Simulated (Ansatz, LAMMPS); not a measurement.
**glassy 68SiO2-14MgO-11ZnO-7BaO (mol %) (75 atoms): close-ups with forces and charges**

Density of this cell: 3.15 g/cm³. The cell holds 75 atoms: 19 Si, 4 Mg, 3 Zn, 2 Ba and 47 O. Its edges and angles: a = 9.925 Å, b = 9.925 Å, c = 9.925 Å, α = 90.0°, β = 90.0°, γ = 90.0°. The starting structure: 75 atoms (19 Si, 4 Mg, 3 Zn, 2 Ba, 47 O) placed at random at 3.15 g/cm³, melted at 4000 K for 10 ps at fixed volume with the Morse and Coulomb pair potential with partial charges (Pedone, Malavasi, Menziani, Cormack and Segre, J. Phys. Chem. B 110, 11780 (2006)). Quenched from 4000 K to 300 K at 25 K/ps and fixed volume, held 5 ps, then minimised at fixed cell.

Method: Kohn-Sham DFT, PBE, PAW (set soft_2), plane waves (Ansatz 0.2.0; cutoff 420 eV, Γ point, fixed occupations), at the relaxed geometry.

The whole cell was solved; only parts of it are printed.

The surroundings of Ba27, one of the 2 Ba atoms, nearest first, numbered as they follow in the input and with coordinates relative to it.

```
atom      x      y      z  distance (Å)  bonds  Löwdin charge (e)
Ba27   0.00   0.00   0.00          0.00      6               1.82
 O59  -2.12  -0.79   1.29          2.60      3              -1.03
 O47  -1.39   0.88  -2.16          2.72      3              -0.96
 O75   1.21   1.15   2.18          2.74      3              -1.00
 O50  -1.02   2.51   0.57          2.76      3              -1.00
 O62   1.43   2.02  -1.29          2.79      3              -0.99
 O36  -1.23  -2.71  -0.59          3.03      4              -1.02
 O56   0.40  -2.90   1.53          3.30      3              -1.08
Mg20  -1.55  -2.61   1.44          3.36      4               1.64
Zn26  -0.24   2.78  -1.87          3.36      4               1.49
 O51   2.31  -1.21   2.12          3.37      2              -0.82
Zn24   0.48   2.92   1.90          3.52      4               1.49
 Si1   2.56   0.37   2.57          3.64      4               1.69
 Si4  -2.20  -0.11  -3.12          3.82      4               1.66
Si11   1.35  -2.42   2.76          3.91      4               1.65
 O40  -3.05  -1.31  -2.18          3.97      3              -0.85
Si17  -3.66  -0.54   1.61          4.04      4               1.67
 O33   1.57  -3.37  -1.69          4.09      3              -1.09
Mg23   0.54  -4.05  -0.11          4.09      5               1.63
Si14  -2.59  -2.81  -1.45          4.09      4               1.68
 O38   1.32  -0.78  -3.81          4.11      2              -0.82
 Si3  -2.45   3.28   0.44          4.11      4               1.70
 Si9   2.89   2.19  -1.97          4.13      4               1.71
```

The column of bonds counts only the pairs O-Si within 2.12 Å, O-Mg within 2.52 Å, O-Zn within 2.38 Å, O-Ba within 3.29 Å; other neighbours, such as metal atoms beside each other in a compound, aren't counted, and periodic images can show an atom twice.

A closer look about O33, whose charge lies farthest from its element's mean: 35 atoms, nearest first, numbered in the order of the input, with positions taken from that point.

```
atom      x      y      z  distance (Å)  bonds  Löwdin charge (e)
 O33   0.00   0.00   0.00          0.00      3              -1.09
 Si7  -0.88  -0.89  -1.07          1.65      4               1.59
Mg21   1.60   0.78  -0.66          1.90      4               1.63
Mg23  -1.03  -0.68   1.58          2.01      5               1.63
 O49  -1.78  -1.78   0.01          2.52      3              -1.01
 O73  -1.61   0.25  -2.04          2.61      2              -0.80
 O30  -0.15  -1.91  -2.05          2.81      2              -0.97
 O58   2.38   1.48   0.98          2.97      3              -1.06
 O36  -2.81   0.66   1.11          3.09      4              -1.02
 O72   2.76  -0.45  -1.56          3.20      3              -1.04
 O38  -0.25   2.59  -2.12          3.35      2              -0.82
 O31  -0.07  -2.11   2.68          3.41      3              -1.01
 O56  -1.17   0.47   3.22          3.46      3              -1.08
 O32   1.92  -2.87  -0.52          3.49      2              -0.78
 O61   2.30  -0.74   2.57          3.53      2              -0.78
 Si5  -1.48   1.70  -2.77          3.57      4               1.76
 O60   2.29   2.42  -1.71          3.74      4              -1.07
Si18   3.16   0.56   2.05          3.81      4               1.70
Si15   2.79  -2.05  -1.62          3.82      4               1.71
Si19   1.54  -2.20   2.87          3.94      4               1.70
Ba27  -1.57   3.37   1.69          4.09      6               1.82
Zn26  -1.82  -3.78  -0.18          4.19      4               1.49
Si14  -4.16   0.56   0.24          4.21      4               1.68
 O70  -4.13  -0.59  -0.94          4.27      2              -0.77
Zn25   0.11  -1.79  -3.90          4.29      4               1.50
Si13   1.17   3.38  -2.43          4.32      4               1.69
 O51   0.74   2.16   3.82          4.45      2              -0.82
Mg22   3.39   2.94   0.09          4.49      5               1.64
Mg20  -3.12   0.76   3.13          4.49      4               1.64
 O71   2.23  -3.38   2.02          4.52      2              -0.79
 O62  -0.14  -4.54   0.41          4.56      3              -0.99
Si11  -0.22   0.95   4.45          4.56      4               1.65
 O68  -2.89   2.46  -2.53          4.56      2              -0.79
 O55   2.25  -2.44  -3.14          4.57      3              -0.82
 Si9   1.32  -4.36  -0.28          4.57      4               1.71
```

The column of bonds counts only the pairs O-Si within 2.12 Å, O-Mg within 2.52 Å, O-Zn within 2.38 Å, O-Ba within 3.29 Å; other neighbours, such as metal atoms beside each other in a compound, aren't counted, and periodic images can show an atom twice.

Local excerpt of 46 atoms (numbers count through the whole input) about O69, picked at random; x, y, z are measured from there.

```
atom      x      y      z  distance (Å)  bonds  Löwdin charge (e)
 O69   0.00   0.00   0.00          0.00      2              -0.80
 Si1  -1.28  -0.64   0.79          1.64      4               1.69
 Si6   0.83   0.71  -1.29          1.69      5               1.69
 O29   1.82  -0.75  -1.48          2.46      3              -0.86
 O71  -0.03   2.16  -1.44          2.60      2              -0.79
 O75  -2.63   0.13   0.40          2.66      3              -1.00
 O41  -0.85  -0.83   2.41          2.69      3              -0.81
 O51  -1.52  -2.23   0.35          2.72      2              -0.82
 O48   2.28   1.53  -0.84          2.87      2              -0.80
Si17   2.43  -1.56  -0.17          2.89      4               1.67
 O39   0.23   0.29  -2.91          2.93      3              -0.88
 O52   2.35  -1.02   1.43          2.94      3              -0.80
 O67  -0.57   2.74   0.97          2.96      2              -0.81
 O66   1.53   1.27   2.26          3.01      2              -0.77
 O63   1.40  -2.90  -0.12          3.23      3              -0.83
 Si2   0.73   2.64   1.96          3.37      4               1.74
Si19  -0.72   3.33  -0.59          3.46      4               1.70
Si12   2.69   0.16   2.53          3.70      4               1.77
 O58   0.12  -2.91  -2.49          3.83      3              -1.06
Mg22   1.13  -1.45  -3.38          3.84      5               1.64
Zn24  -3.35   1.90   0.12          3.86      4               1.49
 O62  -2.40   1.00  -3.06          4.02      3              -0.99
 Si9  -0.94   1.17  -3.74          4.03      4               1.71
Si18   0.90  -3.83  -1.41          4.18      4               1.70
 O31  -2.33   3.43  -0.79          4.22      3              -1.01
Si13  -1.09  -1.01   4.03          4.30      4               1.69
Ba27  -3.83  -1.02  -1.77          4.34      6               1.82
Si11  -2.48  -3.43   0.98          4.35      4               1.65
 O59   3.97  -1.80  -0.48          4.39      3              -1.03
 O46   1.67   3.85   1.39          4.42      3              -0.83
Ba28   1.05  -3.51   2.55          4.46      8               1.85
 Si3   3.65   2.26  -1.33          4.49      4               1.70
 O55  -0.01   3.10   3.32          4.54      3              -0.82
 O32  -0.34   2.67  -3.99          4.81      2              -0.78
 O53  -3.60   2.38   2.13          4.82      3              -0.96
 O44  -1.02   0.47   4.69          4.82      2              -0.79
 O61   0.04   4.80  -0.89          4.88      2              -0.78
 O57   4.17   0.86   2.39          4.88      2              -0.78
 O64   2.65  -0.49   4.07          4.88      2              -0.80
 O42  -3.53  -2.77   2.09          4.95      2              -0.80
Zn25  -2.15   3.75   2.56          5.02      4               1.50
 O54  -1.53  -4.51   1.74          5.08      3              -0.98
 O60   0.03  -1.97   4.75          5.15      4              -1.07
 O61   0.04  -5.13  -0.89          5.21      2              -0.78
 O50  -4.85   1.49  -1.20          5.21      3              -1.00
 O56  -3.43  -3.92  -0.24          5.21      3              -1.08
```

The column of bonds counts only the pairs O-Si within 2.12 Å, O-Mg within 2.52 Å, O-Zn within 2.38 Å, O-Ba within 3.29 Å; other neighbours, such as metal atoms beside each other in a compound, aren't counted, and periodic images can show an atom twice.

Length of the force by element:

```
element  coordination  atoms  mean length of the force (eV/Å)  spread   least    most
     Ba           all      2                           0.0294  0.0204   0.009  0.0497
     Mg           all      4                           0.0231  0.0118  0.0073  0.0396
      O           all     47                            0.025  0.0136  8.0e-4  0.0662
     Si           all     19                           0.0389  0.0147  0.0203  0.0743
     Zn           all      3                           0.0254  0.0037  0.0202  0.0281
```

Löwdin charges by element (they lack the spilled electrons, 0.072 e an atom on average):

```
element  coordination  atoms  mean charge (e)  spread  least    most
     Ba           all      2             1.84  0.0126   1.82    1.85
     Mg           all      4             1.63   0.004   1.63    1.64
      O           all     47           -0.883   0.105  -1.09  -0.773
     Si           all     19             1.70  0.0388   1.59    1.77
     Zn           all      3             1.49  0.0027   1.49    1.50
```

The quench rate of 25 K/ps is many orders above laboratory rates, so the cell is likely richer in defects and strain than a real sample. The network of bonds at the start is that of the classical potential that made the cell, and needn't be the one that DFT or experiment would give. Only the Γ point is sampled, in a cell whose shortest periodic width is 10 Å. The Löwdin charges lack the electrons that the projection spills, 0.072 e an atom on average.

[Logs are printed without paths, hosts, clocks, repeated set-up lines and the standing remarks that a program may print on its own settings, such as how far it seeks lower states.]

[Hosts, paths, dates, database ids (printed as entryN), source tags and the programs' standing remarks are cut or masked in the printed files.]
